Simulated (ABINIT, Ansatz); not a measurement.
## A GW chain in ABINIT: LiCl (Fm-3m)

Aim: the G0W0 gap of LiCl (Fm-3m) on PBE, step by step.

Calculated with ABINIT 10.8.3; PBE and many-body steps on it, plane waves.

## Step 1: Starting point

It takes space group Fm-3m (No. 225, cubic). The conventional cell has a = 5.143 Å, b = 5.143 Å, c = 5.143 Å, α = 90.00°, β = 90.00°, γ = 90.00°. Li has 6 Cl at 2.57 Å nearest. Cl has 6 Li at 2.57 Å nearest. Farther neighbours and most contacts between anions are not listed.

As a file:

```cif
data_structure
_symmetry_space_group_name_H-M 'P 1'
_symmetry_Int_Tables_number 1
_cell_length_a 3.6367
_cell_length_b 3.6367
_cell_length_c 3.6367
_cell_angle_alpha 60.000
_cell_angle_beta 60.000
_cell_angle_gamma 60.000
_cell_volume 34.01
loop_
_atom_site_label
_atom_site_type_symbol
_atom_site_fract_x
_atom_site_fract_y
_atom_site_fract_z
_atom_site_occupancy
Li1 Li 0.00000 0.00000 0.00000 1
Cl2 Cl 0.50000 0.50000 0.50000 1
```

The cell and positions come from the Crystallography Open Database and are kept as given unless a step says otherwise.

## Step 2: Ground state

This step: ABINIT 10.8.3; DFT, PBE, plane waves, norm-conserving pseudopotentials.

The ground-state density comes first.

run.abi

```
acell 3*1.0 Angstrom
rprim 
  0.000000000000 2.571500000000 2.571500000000
  2.571500000000 0.000000000000 2.571500000000
  2.571500000000 2.571500000000 -0.000000000000
ntypat 2
znucl 3 17
natom 2
typat 1 2
xred 
  0.000000000000 0.000000000000 0.000000000000
  0.500000000000 0.500000000000 0.500000000000
pp_dirpath "pseudos"
pseudos "Li.upf, Cl.upf"
ecut 33
ngkpt 8 8 8
nshiftk 1
shiftk 0 0 0
kptopt 1
chksymbreak 0
nband 10
occopt 1
tolvrs 1e-10
nstep 60
prtwf 0
optforces 0
optstress 0
indata_prefix "in"
outdata_prefix "out"
tmpdata_prefix "tmp"
```

Started as:

```sh
$ OMP_NUM_THREADS=1 mpirun -n 4 abinit run.abi > log
```

Numbers of over 12 decimals in the logs are rounded to 6 here.

The log of the run:

```text
.Version 10.8.3 of ABINIT. v10.8.2 released Aug 2026.

 Symmetries : space group Fm -3 m (#225); Bravais cF (face-center cubic)
================================================================================
 Values of the parameters that define the memory need of the present run
     intxc =       0    ionmov =       0      iscf =       7    lmnmax =       6
     lnmax =       6     mgfft =      36  mpssoang =       3    mqgrid =    3001
     natom =       2  nloc_mem =       1    nspden =       1   nspinor =       1
    nsppol =       1      nsym =      48    n1xccc =    2501    ntypat =       2
    occopt =       1   xclevel =       2
-    mband =          10        mffmem =           1         mkmem =           8
       mpw =        2120          nfft =       46656          nkpt =          29
================================================================================
  Rough estimation (10% accuracy) of disk space for files :
================================================================================

--------------------------------------------------------------------------------
------------- Echo of variables that govern the present computation ------------
--------------------------------------------------------------------------------
 -outvars: echo values of preprocessed input variables --------
            acell      1.8897261259E+00  1.8897261259E+00  1.8897261259E+00 Bohr

      chksymbreak           0
             ecut      3.30000000E+01 Hartree
-          fftalg         312

              ixc     -101130
              kpt      0.00000000E+00  0.00000000E+00  0.00000000E+00
                       1.25000000E-01  0.00000000E+00  0.00000000E+00
                       2.50000000E-01  0.00000000E+00  0.00000000E+00
                       3.75000000E-01  0.00000000E+00  0.00000000E+00
                       5.00000000E-01  0.00000000E+00  0.00000000E+00
                       1.25000000E-01  1.25000000E-01  0.00000000E+00
                       2.50000000E-01  1.25000000E-01  0.00000000E+00
                       3.75000000E-01  1.25000000E-01  0.00000000E+00
                       5.00000000E-01  1.25000000E-01  0.00000000E+00
   [... 18 further rows ...]
                      -3.75000000E-01  5.00000000E-01  1.25000000E-01
                      -2.50000000E-01  5.00000000E-01  2.50000000E-01
         kptrlatt        8    0    0      0    8    0      0    0    8
          kptrlen      5.49781828E+01
P           mkmem           8
            natom           2
            nband          10
            ngfft          36      36      36
             nkpt          29
            nstep          60
             nsym          48
           ntypat           2
              occ      2.000000  2.000000  2.000000  2.000000  2.000000  0.000000
                       0.000000  0.000000  0.000000  0.000000
        optforces           0
        optstress           0
            prtwf           0
            rprim      0.0000000000E+00  2.5715000000E+00  2.5715000000E+00
[...]
spgroup         225

           tolvrs      1.00000000E-10

             xred      0.0000000000E+00  0.0000000000E+00  0.0000000000E+00
[...]
znucl        3.00000   17.00000

================================================================================

 chkinp: Checking input parameters for consistency.

================================================================================
== DATASET  1 ==================================================================
-   mpi_nproc: 4, omp_nthreads: 1 (-1 if OMP is not activated)

--- !DatasetInfo
iteration_state: {dtset: 1, }
dimensions: {natom: 2, nkpt: 29, mband: 10, nsppol: 1, nspinor: 1, nspden: 1, mpw: 2120, }
cutoff_energies: {ecut:  33.0, pawecutdg:  -1.0, }
electrons: {nelect:   1.00000000E+01, charge:   0.00000000E+00, occopt:   1.00000000E+00, tsmear:   1.00000000E-02, }

 Real(R)+Recip(G) space primitive vectors, cartesian coordinates (Bohr,Bohr^-1):
 R(1)=  0.0000000  4.8594307  4.8594307  G(1)= -0.1028927  0.1028927  0.1028927
 R(2)=  4.8594307  0.0000000  4.8594307  G(2)=  0.1028927 -0.1028927  0.1028927
 R(3)=  4.8594307  4.8594307  0.0000000  G(3)=  0.1028927  0.1028927 -0.1028927
 Unit cell volume ucvol=  2.2950185E+02 bohr^3
 Angles (23,13,12)=  6.00000000E+01  6.00000000E+01  6.00000000E+01 degrees

 getcut: wavevector=  0.0000  0.0000  0.0000  ngfft=  36  36  36
         ecut(hartree)=     33.000   => boxcut(ratio)=   2.02572

--- Pseudopotential description ------------------------------------------------
- Li Generated using ONCVPSP code by D. R. Hamann
-  3.00000   3.00000  171031                  znucl, zion, pspdat
12 -101130 1 -1 1944                          pspcod,pspxc,lmax,lloc,mmax
     nproj     2     2     0
  pspatm : epsatm=    2.74360059
         --- l  ekb(1:nproj) -->
[...]
pspatm: atomic psp has been read  and splines computed

- Cl Generated using ONCVPSP code by D. R. Hamann
- 17.00000   7.00000  171031                  znucl, zion, pspdat
12 -101130 2 -1 1028                          pspcod,pspxc,lmax,lloc,mmax
     nproj     2     2     2
  pspatm : epsatm=    9.12776517
         --- l  ekb(1:nproj) -->
[...]
2   -2.938609   -0.805455
 pspatm: atomic psp has been read  and splines computed

   1.18713658E+02                                ecore*ucvol(ha*bohr**3)
--------------------------------------------------------------------------------

_setup2: Arith. and geom. avg. npw (full set) are    2077.611    2077.588

================================================================================

--- !BeginCycle
iteration_state: {dtset: 1, }
solver: {iscf: 7, nstep: 60, nline: 4, wfoptalg: 0, }
tolerances: {tolvrs: 1.00E-10, }

     iter   Etot(hartree)      deltaE(h)  residm     vres2
 ETOT  1  -23.725085250753    -2.373E+01 5.349E-02 2.825E+01
 ETOT  2  -23.736481926495    -1.140E-02 4.901E-03 2.665E+00
 ETOT  3  -23.736896654719    -4.147E-04 5.779E-04 1.045E-01
 ETOT  4  -23.736901875480    -5.221E-06 3.884E-04 3.541E-03
 ETOT  5  -23.736901999553    -1.241E-07 3.500E-04 3.623E-05
 ETOT  6  -23.736902000918    -1.365E-09 7.767E-05 7.094E-07
 ETOT  7  -23.736902000948    -3.050E-11 1.372E-04 1.184E-08
 ETOT  8  -23.736902000949    -4.796E-13 1.638E-05 2.057E-10
 ETOT  9  -23.736902000950    -6.999E-13 4.847E-05 1.591E-12

 At SCF step    9       vres2   =  1.59E-12 < tolvrs=  1.00E-10 =>converged.

--- !ResultsGS
iteration_state: {dtset: 1, }
comment   : Summary of ground state results
lattice_vectors:
- [  0.0000000,   4.8594307,   4.8594307, ]
- [  4.8594307,   0.0000000,   4.8594307, ]
- [  4.8594307,   4.8594307,  -0.0000000, ]
lattice_lengths: [   6.87227,    6.87227,    6.87227, ]
lattice_angles: [ 60.000,  60.000,  60.000, ] # degrees, (23, 13, 12)
lattice_volume:   2.2950185E+02
convergence: {deltae: -6.999E-13, res2:  1.591E-12, residm:  4.847E-05, diffor:  0.000E+00, }
etotal    :  -2.37369020E+01
entropy   :   0.00000000E+00
fermie    :   7.07449410E-03
cartesian_stress_tensor: null
pressure_GPa: null
xred      :
- [  0.0000E+00,   0.0000E+00,   0.0000E+00, Li]
- [  5.0000E-01,   5.0000E-01,   5.0000E-01, Cl]
cartesian_forces: null
force_length_stats: {min: null, max: null, mean: null, }

 Integrated electronic density in atomic spheres:
 ------------------------------------------------
 Atom  Sphere_radius  Integrated_density
    1        2.00000          2.17088333
    2        2.00000          5.10754524
================================================================================

 ----iterations are completed or convergence reached----

 Mean square residual over all n,k,spin=   19.560E-08; max=  48.473E-06
 reduced coordinates (array xred) for    2 atoms
       0.000000000000      0.000000000000      0.000000000000
       0.500000000000      0.500000000000      0.500000000000
 rms dE/dt=  0.0000E+00; max dE/dt=  0.0000E+00; dE/dt below (all hartree)
    1       0.000000000000      0.000000000000      0.000000000000
    2       0.000000000000      0.000000000000      0.000000000000

 cartesian coordinates (angstrom) at end:
    1      0.000000     0.000000     0.000000
    2      2.571500     2.571500     2.571500
 length scales=  1.889726125908  1.889726125908  1.889726125908 bohr
              =  1.000000000000  1.000000000000  1.000000000000 angstroms
 prteigrs : about to open file out_EIG
 Fermi (or HOMO) energy (hartree) =   0.00707   Average Vxc (hartree)=  -0.32134
 Eigenvalues (hartree) for nkpt=  29  k points:
 kpt#   1, nband= 10, wtk=  0.00195, kpt=  0.0000  0.0000  0.0000 (reduced coord)
  -1.59114   -0.48424    0.00707    0.00707    0.00707    0.23803    0.44044    0.44044
   0.44044    0.53344
 prteigrs : prtvol=0 or 1, do not print more k-points.

--- !EnergyTerms
iteration_state     : {dtset: 1, }
comment             : Components of total free energy in Hartree
kinetic             :  1.08076392581941E+01
hartree             :  3.82436065164392E+00
xc                  : -6.21216049699690E+00
Ewald energy        : -1.60353546846629E+01
psp_core            :  5.17266677756038E-01
local_psp           : -1.42412904835214E+01
non_local_psp       : -2.39736292336241E+00
total_energy        : -2.37369020009496E+01
total_energy_eV     : -6.45914008630839E+02
band_energy         : -4.34374594158830E+00

== END DATASET(S) ==============================================================
================================================================================

 -outvars: echo values of variables after computation  --------
           etotal     -2.3736902001E+01
            nband          10
             nkpt          29
          spgroup         225
 [... the other variables as echoed above ...]

 Calculation completed.
```

It took 6.2 s on 4 MPI ranks of Intel Xeon Platinum 8375C at 2.90GHz (Ice Lake), shared host; peak memory 0.32 GiB; 24 s of CPU time.

This step gave:

| Property | Result |
| --- | --- |
| total energy | -645.9140 eV |
| gap | 6.285 eV |
| k of the valence top | 0, 0, 0 |
| k of the conduction bottom | 0, 0, 0 |
| least direct gap | 6.285 eV |

The gap is direct, at Γ.

(Continued in part 2 of 3.)

[Paths, hosts, dates, memory and timing lines, banners, echoed tables and standing remarks are left out of the program output.]

[Logs are printed without paths, hosts, clocks, repeated set-up lines and the standing remarks that a program may print on its own settings, such as how far it seeks lower states.]

[Runs of the session that timed out or met a known fault of the program may be left out.]

[Hosts, paths, dates, database ids (printed as entryN), source tags and the programs' standing remarks are cut or masked in the printed files.]

[G0W0 gaps are taken among the corrected bands and points alone; a level outside them can change the order at an edge.]

[Where Ansatz stands beside ABINIT at settings called matched, ABINIT's density can come from a denser mesh and the files from another edition; pairs whose starting gaps differed by over 0.03 eV were left out, so agreement reads better than it is.]
